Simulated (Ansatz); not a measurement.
System: InP (F-43m).

```cif
data_structure
_symmetry_space_group_name_H-M 'P 1'
_symmetry_Int_Tables_number 1
_cell_length_a 4.1498
_cell_length_b 4.1498
_cell_length_c 4.1498
_cell_angle_alpha 60.000
_cell_angle_beta 60.000
_cell_angle_gamma 60.000
_cell_volume 50.53
loop_
_atom_site_label
_atom_site_type_symbol
_atom_site_fract_x
_atom_site_fract_y
_atom_site_fract_z
_atom_site_occupancy
In1 In 0.00000 0.00000 0.00000 1
P2 P 0.25000 0.25000 0.25000 1
```

The cell and positions come from the Crystallography Open Database and are kept as given unless a step says otherwise.

Gaps computed with Ansatz 0.2.0 without a self-energy: LDA 0.46 eV, PBE 0.69 eV, PBE+SOC 0.66 eV, PBE0 2.17 eV and DDH-PBE0 1.21 eV. The mean ε∞ by PBE perturbation theory is 10.97.

**Question.** What gap should G0W0 on PBE give (4×4×4 mesh, 324 empty bands, screening to 200 eV, PAW set soft_1 files)?

About 1.14 eV: on its mesh the run moves the gap from 0.68 eV by +0.46 eV. Among the scalar-relativistic levels given, DDH-PBE0 is nearest (+0.07 eV). One-shot corrections scale roughly with one over ε∞, here 0.09. Bands and cutoff are finite, so the gap is not at the basis limit. The miss can reach some tenths of an eV and take either sign; the mesh is an error of its own. The 4×4×4 mesh is coarse for this cell (its supercell is 17 Å along the shortest edge). The RPA ε∞ on it, from the PBE start, is 47.15; such meshes misread the long-range screening, most where the gap is narrow. The RPA ε∞ on this mesh reaches over 25; with a narrow direct gap a coarse mesh can overstate it, and the correction is then too small. The many-body steps are scalar-relativistic: spin-orbit coupling is not in them.

[Paths, hosts, dates, memory and timing lines, banners, echoed tables and standing remarks are left out of the program output.]

[Logs are printed without paths, hosts, clocks, repeated set-up lines and the standing remarks that a program may print on its own settings, such as how far it seeks lower states.]

[Runs of the session that timed out or met a known fault of the program may be left out.]

[Cells called generated may have been cut or substituted from an entry of the Crystallography Open Database or the Materials Project.]

[Hosts, paths, dates, database ids (printed as entryN), source tags and the programs' standing remarks are cut or masked in the printed files.]
